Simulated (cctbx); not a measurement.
## Solving a structure by charge flipping

Cell a = 7.3170 Å, b = 7.3170 Å, c = 18.0980 Å, α = 90.00°, β = 90.00°, γ = 120.00°; space group R-3m (no. 166); content Co6 Cr3 Sc9 S24.

Simulated single-crystal data (cctbx): synchrotron X-rays, λ = 0.7749 Å, to d = 0.7 Å, 50 % of the full sphere, strongest reflection 5000 counts, noise from counting, a 6 % proportional error and a noise floor of 4 counts (s.d.); no absorption.

Charge flipping in P1 on plain amplitudes to 0.7 Å, δ = 0.9 σ, 20 % of the reflections treated as weak, 600 cycles:

```text
cycle      R  skewness
    0  0.616     0.52
   50  0.373     5.27
  100  0.365     5.23
  150  0.377     5.12
  200  0.361     5.24
  250  0.377     5.30
  300  0.368     5.49
  350  0.369     5.36
  400  0.363     5.21
  450  0.355     5.29
  500  0.371     5.14
  550  0.367     5.32
origin shift          correlation  skewness
 0.008  0.024  0.300      0.920      3.24
 0.178  0.362  0.009      0.917      2.98
 0.003  0.019  0.486      0.916      3.32
 0.181  0.367  0.387      0.911      3.14
taken: symmetry correlation 0.916, skewness 3.32
peak      x       y       z  mult  height/sigma
Q1    0.0000  0.0000  0.1254    6     14.7
Q2    0.0000  0.0000  0.5000    3     12.7
Q3    0.0000  0.5000  0.0000    9     10.3
Q4    0.0000  0.0000  0.2532    6      7.4
Q5    0.0228  0.5114  0.2520   18      6.5
Q6    0.0442  0.0884  0.0587   18      3.7
Q7    0.9807  0.4904  0.3738   18      3.3
Q8    0.0000  0.0000  0.0000    3      3.2
Q9    0.0000  0.5000  0.5000    9      2.6
Q10   0.0786  0.1573  0.7712   18      2.3
```

The origin is taken among those within 0.04 of the best correlation, by the skewness of the map.

It took 1.5 s on 1 thread of Arm Neoverse N1 (shared host), peak memory 0.08 GiB.

**Question.** Which peaks are atoms, and which elements?

Heights go roughly as Z and multiplicities must add up to the content. First model: Q1 = Co1 (6 in the cell, height 14.7), Q2 = Cr1 (3 in the cell, height 12.7), Q3 = Sc1 (9 in the cell, height 10.3), Q4 = S1 (6 in the cell, height 7.4) and Q5 = S2 (18 in the cell, height 6.5). Against the true structure, Q1 is Co, Q2 is Cr, Q3 is Sc, Q4 is S and Q5 is S; the other peaks are not atoms.

Least squares on F², isotropic:

```text
Rint 0.067, 349 unique reflections to 0.70 A
cycle     R1     wR2    GooF  max shift (A)
   1  0.3339  0.6263  10.392   0.17830
   2  0.0234  0.0555   0.921   0.00027
final R1 0.0234 wR2 0.0555 GooF 0.920  parameters 9  data/parameter 38.8
atom        x        y        z      Ueq    occ   su(xyz)  su(Uiso or U11)
Co1    0.00000  0.00000  0.12598   0.0029  1.000  0.00004  0.0002
Cr1    0.00000  0.00000  0.50000   0.0068  1.000  0.00000  0.0002
Sc1    0.00000  0.50000  0.00000   0.0051  1.000  0.00000  0.0002
S1     0.00000  0.00000  0.25633   0.0057  1.000  0.00007  0.0002
S2     0.03170  0.51585  0.24265   0.0041  1.000  0.00012  0.0002
difference map: max 1.54 min -0.91 rms 0.22
Q1    0.0000  0.0000  0.1017    6    1.54  0.44 A from Co1
Q2    0.0714  0.5357  0.9907   18    1.10  0.48 A from Sc1
Q3    0.0247  0.5123  0.0564   18    0.92  1.03 A from Sc1
Q4    0.0000  0.0000  0.5000    3    0.82  0.00 A from Cr1
Q5    0.0639  0.5319  0.1870   18    0.76  1.03 A from S2
```

Anisotropic refinement:

```text
Rint 0.067, 349 unique reflections to 0.70 A
cycle     R1     wR2    GooF  max shift (A)
   1  0.0234  0.0556   0.935   0.00030
   2  0.0226  0.0534   0.898   0.00000
final R1 0.0226 wR2 0.0534 GooF 0.898  parameters 18  data/parameter 19.4
atom        x        y        z      Ueq    occ   su(xyz)  su(Uiso or U11)
Co1    0.00000  0.00000  0.12598   0.0029  1.000  0.00004  0.0002
Cr1    0.00000  0.00000  0.50000   0.0068  1.000  0.00000  0.0003
Sc1    0.00000  0.50000  0.00000   0.0052  1.000  0.00000  0.0004
S1     0.00000  0.00000  0.25631   0.0057  1.000  0.00007  0.0004
S2     0.03170  0.51585  0.24263   0.0042  1.000  0.00012  0.0003
difference map: max 1.27 min -0.94 rms 0.22
Q1    0.0000  0.0000  0.1012    6    1.27  0.45 A from Co1
Q2    0.0233  0.5117  0.0570   18    0.87  1.04 A from Sc1
Q3    0.0633  0.5316  0.1869   18    0.74  1.03 A from S2
Q4    0.0000  0.0000  0.5000    3    0.72  0.00 A from Cr1
Q5    0.0000  0.0000  0.1709    6    0.69  0.81 A from Co1
Q6    0.0976  0.5488  0.3848   18    0.69  1.56 A from S1
```

**Reading.** The refinement ends at R1 = 0.0226, wR2 = 0.0534, GooF = 0.90, with difference density between -0.94 and 1.27 e/Å³. Every site matches the true model in element, within 0.001 Å r.m.s., up to an allowed shift of origin.

True model:

| atom | mult. | x | y | z | Ueq (Å²) |
| --- | --- | --- | --- | --- | --- |
| Co1 | 6 | 1/3 | 2/3 | 0.7927 | 0.0029 |
| Cr1 | 3 | 2/3 | 1/3 | 5/6 | 0.0066 |
| Sc1 | 9 | 1/2 | 0 | 0 | 0.0053 |
| S1 | 18 | 0.3651 | 0.1826 | 0.9093 | 0.0043 |
| S2 | 6 | 0 | 0 | 0.7437 | 0.0055 |

The model is made up (kin elements in a known structure type, no relaxation), so it says nothing on whether the phase exists.

[Middle refinement cycles are left out of these outputs.]

[Logs are printed without paths, hosts, clocks, repeated set-up lines and the standing remarks that a program may print on its own settings, such as how far it seeks lower states.]
